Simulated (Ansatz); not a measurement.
## O on Ir(111): change of the work function

How does O on the fcc site change the work function of Ir(111) as the layer fills?

Program: Ansatz 0.2.0. Level of theory: plane-wave DFT, PBE, Ansatz PAW. Values are calculated unless marked as measured.

## 1. The starting structure

The cell holds 4 atoms: 4 Ir. Cell: a = 2.715 Å, b = 2.715 Å, c = 24.651 Å, α = 90.0°, β = 90.0°, γ = 60.0°. Vacuum lies along c.

## 2. The clean slab

The bare slab comes first, as the zero from which every change is counted. The two lowest layers are held at bulk places and the upper ones relax. The dipole correction removes the false field that a one-sided slab makes across the periodic vacuum, so each face gets a flat vacuum level of its own.

File input.yaml:

```yaml
crystal:
  lattice:
    - [2.7152900398, 0.0, 0.0]
    - [1.3576450199, 2.3515101531, 0.0]
    - [0.0, 0.0, 24.6510751011]
  atoms:
    - { symbol: Ir, position: [0.0, 0.0, 0.3650956383] }
    - { symbol: Ir, position: [0.3333333333, 0.3333333333, 0.4550318794] }
    - { symbol: Ir, position: [0.6666666667, 0.6666666667, 0.5449681206] }
    - { symbol: Ir, position: [0.0, 0.0, 0.6349043617] }
kpoints:
  mp_grid: { grid: [12, 12, 1] }
hamiltonian:
  xc: pbe
scf:
  occupations: { method: fermi_dirac, width: 0.1 }
  convergence: { dr2_threshold: 1.0e-08 }
efield:
  axis: 3
  dipole_correction: true
  ramp_position: 0.97
  ramp_width: 0.06
relax:
  f_tol: 0.02
  max_steps: 60
  constraints: [{ sites: [0, 1] }]
output:
  write_potential: true
  write_density: true
  volumetric_format: npy
```

Launch:

```
$ ansatz run input.yaml --threads 4 --pin off --max-ram 16384MiB --backend cpu --events-out ev --progress --plain --runs-dir out
```

Standard output:

```text
Engine: ansatz 0.2.0, aarch64-unknown-linux-gnu
Pseudopotentials: kind: paw
Pseudopotential: Ir, paw, valence charge 17, recommended cutoff 420 eV (normal), Ir.paw.azcp
Functional definition: PBE
  parameter kappa = 0.804
  parameter beta = 0.066725
  exchange = pbe_x(kappa = kappa, mu = beta*pi^2/3)
  correlation = pbe_c(beta = beta)
Crystal: 4 atoms, lattice volume = 157.398 Å³
Basis set: ecut = 420 eV, 3101 PW (Γ), exchange–correlation on 40×40×360 points (8 copies of the dense FFT grid, shifted against one another)
Bands: 41, of which v1, the nominal top of the filled ones, is band 34 counted from 1 (33 counted from 0)
Symmetry: 6 space group operations
k-points: 19 of 144 (time reversal used)
Non-local potential: Ir, projectors of the file, l = 0: 3, l = 1: 2, l = 2: 2, l = 3: 1
PAW form: soft (Blöchl's): semilocal exchange-correlation on the pseudo side does not see the compensation charge
PAW one-centre angular grid: Ir, 590 points (default); XC on 64 Gauss nodes
Initial density: superposition of atomic densities (neutral atoms: chi_scale 0, normalization atom), corrected by the library's trained network
Initial wavefunctions: pseudopotential atomic-orbital guess
Functional: x = pbe(κ = 0.804, μ = 0.219515), c = pbe(β = 0.066725)
SCF iter   1: F=—  HF=-47739.534662 eV  |F-HF|=—  |Δ(HF+E_count)|=         —  Δρ=6.19e-3  dr2=3.30e-1  ethr=1.77e-3  p=0.000 e·Å  D=9.34e-15 V/Å  ΔV_dip=-0.00 eV  dr2_dipole=3.62e-7  V_vac-E_F(+/−)=5.19/5.19 eV  ⟨swp⟩=7.8  Hψ=3557  notcnv=0  defer=2
efield: sawtooth ramp at fractional position 0.9700 (set: `efield.ramp_position`, or a place that a band, a saddle search or an elastic batch's reference lends), width 0.0600; the density the first Hamiltonian is built on has a dipole p = 0.000 e·Å; the dipole correction subtracts the counter field D = 9.34e-15 V/Å, which shifts the + side's vacuum level by -0.00 eV against the − side's; the planar-averaged density in the ramp window peaks in size at 1.1e-5 e/Å³
preconditioner: auto → LDOS  [metal: Δε(μ)=0.097 eV  Ē_g=6.266 eV  σ=0.100 eV  W_gap=0.23  n_scr=18 (ndim 8)  ℏωp=17.8 eV  f_vac=0.579  D(μ)=3.93/eV (n_scr^D=16)  β→1.0]
SCF iter   2: F=—  HF=-47739.532903 eV  |F-HF|=—  |Δ(HF+E_count)|=   1.76e-3  Δρ=2.42e-3  dr2=2.91e-2  ethr=4.85e-4  p=-0.000 e·Å  D=-4.09e-5 V/Å  ΔV_dip=0.00 eV  dr2_dipole=6.08e-7  V_vac-E_F(+/−)=5.47/5.47 eV  ⟨swp⟩=1.8  Hψ=981  notcnv=0  defer=3
SCF iter   3: F=—  HF=-47739.530415 eV  |F-HF|=—  |Δ(HF+E_count)|=   2.49e-3  Δρ=5.42e-4  dr2=4.60e-4  ethr=4.28e-5  p=-0.000 e·Å  D=-3.23e-6 V/Å  ΔV_dip=0.00 eV  dr2_dipole=1.63e-8  V_vac-E_F(+/−)=5.48/5.48 eV  ⟨swp⟩=1.8  Hψ=1050  notcnv=0  defer=3
SCF iter   4: F=—  HF=-47739.530408 eV  |F-HF|=—  |Δ(HF+E_count)|=   6.62e-6  Δρ=1.07e-4  dr2=1.71e-5  ethr=6.77e-7  p=-0.000 e·Å  D=-2.54e-6 V/Å  ΔV_dip=0.00 eV  dr2_dipole=5.97e-10  V_vac-E_F(+/−)=5.49/5.48 eV  ⟨swp⟩=2.5  Hψ=1492  notcnv=0  defer=3
SCF iter   5: F=—  HF=-47739.530409 eV  |F-HF|=—  |Δ(HF+E_count)|=   4.11e-8  Δρ=3.97e-5  dr2=2.38e-6  ethr=2.51e-8  p=-0.000 e·Å  D=-6.64e-7 V/Å  ΔV_dip=0.00 eV  dr2_dipole=1.81e-10  V_vac-E_F(+/−)=5.49/5.49 eV  ⟨swp⟩=3.4  Hψ=1824  notcnv=0  defer=3
SCF iter   6: F=—  HF=-47739.530404 eV  |F-HF|=—  |Δ(HF+E_count)|=   4.32e-6  Δρ=1.67e-5  dr2=6.18e-7  ethr=3.51e-9  p=-0.000 e·Å  D=-9.94e-7 V/Å  ΔV_dip=0.00 eV  dr2_dipole=8.41e-11  V_vac-E_F(+/−)=5.49/5.49 eV  ⟨swp⟩=2.4  Hψ=1311  notcnv=0  defer=3
SCF iter   7: F=—  HF=-47739.530405 eV  |F-HF|=—  |Δ(HF+E_count)|=   3.13e-7  Δρ=3.98e-6  dr2=5.26e-8  ethr=9.08e-10  p=-0.000 e·Å  D=-2.22e-7 V/Å  ΔV_dip=0.00 eV  dr2_dipole=2.79e-12  V_vac-E_F(+/−)=5.49/5.49 eV  ⟨swp⟩=2.8  Hψ=1526  notcnv=0  defer=3
SCF iter   8: F=-47739.530405 eV  HF=-47739.530405 eV  |F-HF|=7.63e-9  |Δ(HF+E_count)|=   1.76e-8  Δρ=1.09e-6  dr2=3.19e-9  ethr=1.47e-11  p=-0.000 e·Å  D=-3.88e-8 V/Å  ΔV_dip=0.00 eV  dr2_dipole=1.15e-14  V_vac-E_F(+/−)=5.49/5.49 eV  ⟨swp⟩=11.1  Hψ=6015  notcnv=0
SCF 1 converged in 8 iterations: F = -47739.530405 eV  dr2 = 3.19e-9
  greatest PAW one-centre occupation: 1.000 electrons in one spin orbital (limit 2), on the Ir atom at site 1 (counted from 0), in its partial waves of l = 0
relax step   1: F+E_penalty+E_count = -47739.53040454 eV  Δ(F+E_penalty+E_count) = +0.000e0 eV  max|allowed force component| = 1.352e-1 eV/Å  Δτ_max = 0.0000 Å  (8 SCF iters, accepted)
Initial density: handed on by an earlier stage of this run
Initial wavefunctions: those handed on with the density
iter 1 solved again at ethr=1.27e-4 eV; its pass at ethr=3.10e-3 eV (dr2=8.61e-2 eV) is discarded
SCF iter   1: F=—  HF=-47739.531032 eV  |F-HF|=—  |Δ(HF+E_count)|=         —  Δρ=2.46e-3  dr2=7.87e-2  ethr=1.27e-4  p=-0.000 e·Å  D=-3.38e-7 V/Å  ΔV_dip=0.00 eV  dr2_dipole=3.17e-2  V_vac-E_F(+/−)=5.48/5.48 eV  ⟨swp⟩=1.9  Hψ=2300  notcnv=0  defer=5
efield: sawtooth ramp at fractional position 0.9700 (set: `efield.ramp_position`, or a place that a band, a saddle search or an elastic batch's reference lends), width 0.0600; the density the first Hamiltonian is built on has a dipole p = -0.000 e·Å; the dipole correction subtracts the counter field D = -3.38e-7 V/Å, which shifts the + side's vacuum level by +0.00 eV against the − side's; the planar-averaged density in the ramp window peaks in size at 2.8e-6 e/Å³
preconditioner: auto → LDOS  [metal: Δε(μ)=0.080 eV  Ē_g=6.312 eV  σ=0.100 eV  W_gap=0.19  n_scr=18 (ndim 8)  ℏωp=17.8 eV  f_vac=0.582  D(μ)=3.84/eV (n_scr^D=16)  β→1.0]
SCF iter   2: F=—  HF=-47739.530295 eV  |F-HF|=—  |Δ(HF+E_count)|=   7.36e-4  Δρ=1.06e-3  dr2=4.86e-3  ethr=1.16e-4  p=0.002 e·Å  D=2.34e-3 V/Å  ΔV_dip=-0.06 eV  dr2_dipole=1.15e-3  V_vac-E_F(+/−)=5.44/5.50 eV  ⟨swp⟩=2.0  Hψ=965  notcnv=0  defer=5
SCF iter   3: F=—  HF=-47739.529492 eV  |F-HF|=—  |Δ(HF+E_count)|=   8.04e-4  Δρ=4.91e-4  dr2=1.58e-3  ethr=7.15e-6  p=0.000 e·Å  D=5.10e-4 V/Å  ΔV_dip=-0.01 eV  dr2_dipole=1.15e-5  V_vac-E_F(+/−)=5.48/5.49 eV  ⟨swp⟩=3.0  Hψ=1497  notcnv=0  defer=5
SCF iter   4: F=—  HF=-47739.529184 eV  |F-HF|=—  |Δ(HF+E_count)|=   3.08e-4  Δρ=7.79e-5  dr2=1.08e-5  ethr=2.32e-6  p=0.001 e·Å  D=9.35e-4 V/Å  ΔV_dip=-0.02 eV  dr2_dipole=1.05e-6  V_vac-E_F(+/−)=5.47/5.49 eV  ⟨swp⟩=2.2  Hψ=1153  notcnv=0  defer=5
SCF iter   5: F=—  HF=-47739.529177 eV  |F-HF|=—  |Δ(HF+E_count)|=   7.14e-6  Δρ=3.71e-5  dr2=3.99e-6  ethr=1.59e-8  p=0.001 e·Å  D=8.37e-4 V/Å  ΔV_dip=-0.02 eV  dr2_dipole=1.40e-8  V_vac-E_F(+/−)=5.47/5.50 eV  ⟨swp⟩=2.9  Hψ=1583  notcnv=0  defer=5
SCF iter   6: F=—  HF=-47739.529168 eV  |F-HF|=—  |Δ(HF+E_count)|=   8.34e-6  Δρ=9.86e-6  dr2=2.12e-7  ethr=5.87e-9  p=0.001 e·Å  D=7.52e-4 V/Å  ΔV_dip=-0.02 eV  dr2_dipole=6.16e-9  V_vac-E_F(+/−)=5.48/5.49 eV  ⟨swp⟩=2.2  Hψ=1200  notcnv=0  defer=5
SCF iter   7: F=—  HF=-47739.529168 eV  |F-HF|=—  |Δ(HF+E_count)|=   2.30e-7  Δρ=4.00e-6  dr2=3.19e-8  ethr=3.11e-10  p=0.001 e·Å  D=7.21e-4 V/Å  ΔV_dip=-0.02 eV  dr2_dipole=6.66e-9  V_vac-E_F(+/−)=5.48/5.49 eV  ⟨swp⟩=3.1  Hψ=1431  notcnv=0  defer=5
SCF iter   8: F=-47739.529169 eV  HF=-47739.529169 eV  |F-HF|=8.45e-9  |Δ(HF+E_count)|=   8.39e-8  Δρ=1.08e-6  dr2=2.71e-9  ethr=1.47e-11  p=0.001 e·Å  D=7.05e-4 V/Å  ΔV_dip=-0.02 eV  dr2_dipole=3.01e-10  V_vac-E_F(+/−)=5.48/5.49 eV  ⟨swp⟩=11.2  Hψ=5954  notcnv=0
SCF 2 converged in 8 iterations: F = -47739.529169 eV  dr2 = 2.71e-9
  greatest PAW one-centre occupation: 1.000 electrons in one spin orbital (limit 2), on the Ir atom at site 2 (counted from 0), in its partial waves of l = 0
relax step   2: F+E_penalty+E_count = -47739.52916854 eV  Δ(F+E_penalty+E_count) = +1.236e-3 eV  max|allowed force component| = 2.063e-1 eV/Å  Δτ_max = 0.0402 Å  (8 SCF iters, rejected (line search))
SCF iter   1: F=—  HF=-47739.532187 eV  |F-HF|=—  |Δ(HF+E_count)|=         —  Δρ=1.53e-3  dr2=2.86e-2  ethr=4.36e-4  p=0.001 e·Å  D=7.05e-4 V/Å  ΔV_dip=-0.02 eV  dr2_dipole=1.13e-2  V_vac-E_F(+/−)=5.48/5.50 eV  ⟨swp⟩=2.7  Hψ=1390  notcnv=0  defer=5
efield: sawtooth ramp at fractional position 0.9700 (set: `efield.ramp_position`, or a place that a band, a saddle search or an elastic batch's reference lends), width 0.0600; the density the first Hamiltonian is built on has a dipole p = 0.001 e·Å; the dipole correction subtracts the counter field D = 7.05e-4 V/Å, which shifts the + side's vacuum level by -0.02 eV against the − side's; the planar-averaged density in the ramp window peaks in size at 2.3e-6 e/Å³
preconditioner: auto → LDOS  [metal: Δε(μ)=0.082 eV  Ē_g=6.284 eV  σ=0.100 eV  W_gap=0.20  n_scr=18 (ndim 8)  ℏωp=17.8 eV  f_vac=0.581  D(μ)=3.88/eV (n_scr^D=16)  β→1.0]
SCF iter   2: F=—  HF=-47739.531721 eV  |F-HF|=—  |Δ(HF+E_count)|=   4.67e-4  Δρ=6.52e-4  dr2=1.43e-3  ethr=4.20e-5  p=-0.000 e·Å  D=-4.32e-4 V/Å  ΔV_dip=0.01 eV  dr2_dipole=2.25e-4  V_vac-E_F(+/−)=5.50/5.49 eV  ⟨swp⟩=2.1  Hψ=1154  notcnv=0  defer=5
SCF iter   3: F=—  HF=-47739.531476 eV  |F-HF|=—  |Δ(HF+E_count)|=   2.44e-4  Δρ=3.15e-4  dr2=6.21e-4  ethr=2.10e-6  p=0.000 e·Å  D=4.60e-4 V/Å  ΔV_dip=-0.01 eV  dr2_dipole=3.40e-6  V_vac-E_F(+/−)=5.48/5.49 eV  ⟨swp⟩=2.9  Hψ=1511  notcnv=0  defer=5
SCF iter   4: F=—  HF=-47739.531352 eV  |F-HF|=—  |Δ(HF+E_count)|=   1.24e-4  Δρ=4.39e-5  dr2=3.31e-6  ethr=9.13e-7  p=0.000 e·Å  D=1.92e-4 V/Å  ΔV_dip=-0.00 eV  dr2_dipole=7.79e-8  V_vac-E_F(+/−)=5.49/5.49 eV  ⟨swp⟩=2.1  Hψ=1153  notcnv=0  defer=5
SCF iter   5: F=—  HF=-47739.531341 eV  |F-HF|=—  |Δ(HF+E_count)|=   1.07e-5  Δρ=2.02e-5  dr2=1.03e-6  ethr=4.87e-9  p=0.000 e·Å  D=2.40e-4 V/Å  ΔV_dip=-0.01 eV  dr2_dipole=6.27e-9  V_vac-E_F(+/−)=5.49/5.49 eV  ⟨swp⟩=3.1  Hψ=1636  notcnv=0  defer=5
SCF iter   6: F=—  HF=-47739.531341 eV  |F-HF|=—  |Δ(HF+E_count)|=   3.79e-7  Δρ=8.03e-6  dr2=1.31e-7  ethr=1.52e-9  p=0.000 e·Å  D=2.78e-4 V/Å  ΔV_dip=-0.01 eV  dr2_dipole=2.79e-9  V_vac-E_F(+/−)=5.49/5.49 eV  ⟨swp⟩=2.2  Hψ=1171  notcnv=0  defer=5
SCF iter   7: F=—  HF=-47739.531342 eV  |F-HF|=—  |Δ(HF+E_count)|=   1.54e-7  Δρ=2.33e-6  dr2=1.11e-8  ethr=1.93e-10  p=0.000 e·Å  D=2.91e-4 V/Å  ΔV_dip=-0.01 eV  dr2_dipole=3.45e-9  V_vac-E_F(+/−)=5.49/5.49 eV  ⟨swp⟩=2.3  Hψ=1199  notcnv=0  defer=5
SCF iter   8: F=-47739.531342 eV  HF=-47739.531342 eV  |F-HF|=4.76e-9  |Δ(HF+E_count)|=   3.00e-8  Δρ=5.88e-7  dr2=7.07e-10  ethr=1.47e-11  p=0.000 e·Å  D=2.99e-4 V/Å  ΔV_dip=-0.01 eV  dr2_dipole=3.66e-11  V_vac-E_F(+/−)=5.49/5.49 eV  ⟨swp⟩=10.5  Hψ=5643  notcnv=0
SCF 3 converged in 8 iterations: F = -47739.531342 eV  dr2 = 7.07e-10
relax step   3: F+E_penalty+E_count = -47739.53134163 eV  Δ(F+E_penalty+E_count) = -9.371e-4 eV  max|allowed force component| = 2.789e-3 eV/Å  Δτ_max = 0.0158 Å  (8 SCF iters, accepted)
NSCF: frozen V_eff on 19 k-points
the band table was solved once a step of the walk had ended and its energy, with any forces and stress, was formed, with the checks that follow a solve (3881 applications of the Hamiltonian). They found nothing against the state; the energy, forces and stress were not computed again (output.eigenvalues in the input reference)
WARN: The output density's exchange-correlation potential varies sharply where the density is thin. Do not read a vacuum level from v_tot or v_xc, or from such a field of the output density. On a cell that repeats whose density bears no net charge and no dipole along the vacuum's axis use v_es (v_loc + v_h of the components); under efield.dipole_correction with no amplitude use v_es + v_field, which holds any externa [...]
SCF converged after 8 iterations
Free energy (F): -47739.531342 eV
Harris-Foulkes:  -47739.531342 eV  (|F-HF|=4.76e-9)
Internal energy: -47739.398849 eV  (E = F + TS)
E sigma→0 (E₀):  -47739.465095 eV
Entropy (-TS):   -0.132493 eV (-33.123 meV/atom)
Fermi energy:    5.735751 eV
Dipole field:    D = 0.000308 V/Å  (p = 0.000268 e·Å, saw-weighted, corrected)
Work function:   Φ+ = 5.4864 eV   Φ− = 5.4940 eV
Levels:          The Fermi level and band energies are counted from a zero that moves with the ramp; work functions are not
--- Per-component energies (eV) ---
  E_band       = -1671.576538
  E_kinetic    = 2486.113090
  E_local      = -117421.112916  (includes V_loc(G=0)·N_el)
  E_nonlocal   = 291.629511
  E_hartree    = 57547.560114
  E_xc         = -1068.589999
  E_vxc        = -1195.849487  (∫ρ·V_xc dr)
  E_paw        = -36893.549534  (= ΣΔE_a)
  E_vpaw       = -927.471881  (= ΣTr[D̂ρ^β])
  E_aug_tail   = 0.000219  (compensation charges beyond the density's cutoff)
  E_efield     = 0.000000  (sawtooth field / dipole correction)
  E_vefield    = 0.000096  (∫n·V_field dr)
  E_ewald      = 47318.550667
  E_smearing   = -0.132493  (= −TS)
  E_closure    = -0.000000  (closes the sum)
  Σ components = -47739.531342   (vs F -47739.531342, Δ=0.00e0)
--- Forces (eV/Å), atoms counted from 1 ---
  atom   1  Ir     0.00000000    -0.00000000     0.12831674
  atom   2  Ir    -0.00000000    -0.00000000    -0.13090793
  atom   3  Ir     0.00000000     0.00000000    -0.00020093
  atom   4  Ir    -0.00000000     0.00000000     0.00278891
  max |Σ_I F_I| component: 3.21e-6 eV/Å
--- Band table (eV; the first three rows and the last of 19) ---
  k-point 0: bands = [... 30 lower, 2.8245, 4.5654, 4.5654, 4.9154, 4.9154, 5.0203, 5.8533, 5.8533, ... 3 higher]
  k-point 1: bands = [... 30 lower, 3.0292, 4.3234, 4.3914, 4.3950, 4.8764, 4.9658, 5.3069, 5.8533, ... 3 higher]
  k-point 2: bands = [... 30 lower, 3.6025, 3.6292, 3.8672, 4.2957, 4.5009, 4.9807, 5.8191, 5.8473, ... 3 higher]
  k-point 18: bands = [... 30 lower, 4.4076, 4.4245, 5.5716, 6.0441, 6.1830, 6.1849, 11.3203, 11.4245, ... 3 higher]
--- Relaxed structure (3 steps of the walk, 2 accepted, 0 SCFs on fresh bases) ---
  F+E_penalty+E_count = -47739.53134163 eV   max|allowed force component| = 2.789e-3 eV/Å
  atoms:
    - { symbol: Ir, position: [0.0, 0.0, 0.365096] }
    - { symbol: Ir, position: [0.333333, 0.333333, 0.4550318794] }
    - { symbol: Ir, position: [0.666667, 0.666667, 0.544863] }
    - { symbol: Ir, position: [-7.456013e-19, 0, 0.634264] }
```

Elapsed: 10 s, on 4 threads of Arm Neoverse V1, shared host; peak memory 0.47 GiB; 40 s of CPU time.

Reading the cycles: dr2 is the Hartree energy of the density residual (eV), the measure of convergence; HF is the Harris–Foulkes estimate of the energy, which meets the free energy F at convergence.

Relaxation path:

```
step  energy less that of the first step (eV)  largest force component (eV/Å)
   1                                   0.0000                          0.1352
   2                                   0.0012                          0.2063
   3                                  -0.0009                          0.0028
```

Relaxation step 2 was tried and not accepted.

The run keeps the 6 symmetry operations that the program found, so distortions that break them were not tested.

The atoms that moved most (Å):

```
atom     dx     dy      dz  length
 Ir4  0.000  0.000  -0.016   0.016
```

This step gave:

```
energy at zero smearing   : -47739.4651 eV
work function, upper face : 5.486 eV
dipole along the normal   : 2.68e-4 e·Å
```

Running mean over 2.217 Å of the planar mean; the ramp of the sawtooth is left out. Table of electron's electrostatic potential energy less the Fermi level by z:

z (Å), electron's electrostatic potential energy less the Fermi level (eV) and a bar from the least value:
```
      3.5        5.5 ##############################
      4.0        5.5 ##############################
      4.5        5.5 ##############################
      5.0        5.5 ##############################
      5.5        5.5 ##############################
      6.0        5.4 ##############################
      6.5        5.2 ##############################
      7.0        4.3 ############################
      7.5        0.8 #######################
      8.0       -5.5 #############
      8.5      -10.8 ####
      9.0      -12.7 #
      9.5      -13.1 #
     10.0      -13.3 
     10.5      -13.4 
     11.0      -13.5 
     11.5      -13.6 
     12.0      -13.6 
     12.5      -13.6 
     13.0      -13.6 
     13.5      -13.6 
     14.0      -13.6 
     14.5      -13.5 
     15.0      -13.3 
     15.5      -12.9 #
     16.0      -11.7 ###
     16.5       -7.2 ##########
     17.0       -0.8 ####################
     17.5        3.7 ###########################
     18.0        5.0 #############################
     18.5        5.4 ##############################
     19.0        5.5 ##############################
     19.5        5.5 ##############################
     20.0        5.5 ##############################
     20.5        5.5 ##############################
     21.0        5.5 ##############################
     21.5        5.5 ##############################
```

The relaxation took 3 steps and lowered the energy by 9.4e-4 eV; the largest force on the free atoms ends at 0.0028 eV/Å.

The work function of the upper face is 5.49 eV.

[end of part 1 of 4]

[Long decimals in the printed logs are rounded to 6 places.]

[Logs are printed without paths, hosts, clocks, repeated set-up lines and the standing remarks that a program may print on its own settings, such as how far it seeks lower states.]

[Hosts, paths, dates, database ids (printed as entryN), source tags and the programs' standing remarks are cut or masked in the printed files.]

[Maps of the electrostatic potential energy from Ansatz leave out the sawtooth potential of an applied field or a dipole correction, so their vacuum need not be flat; planar profiles and work functions include it.]
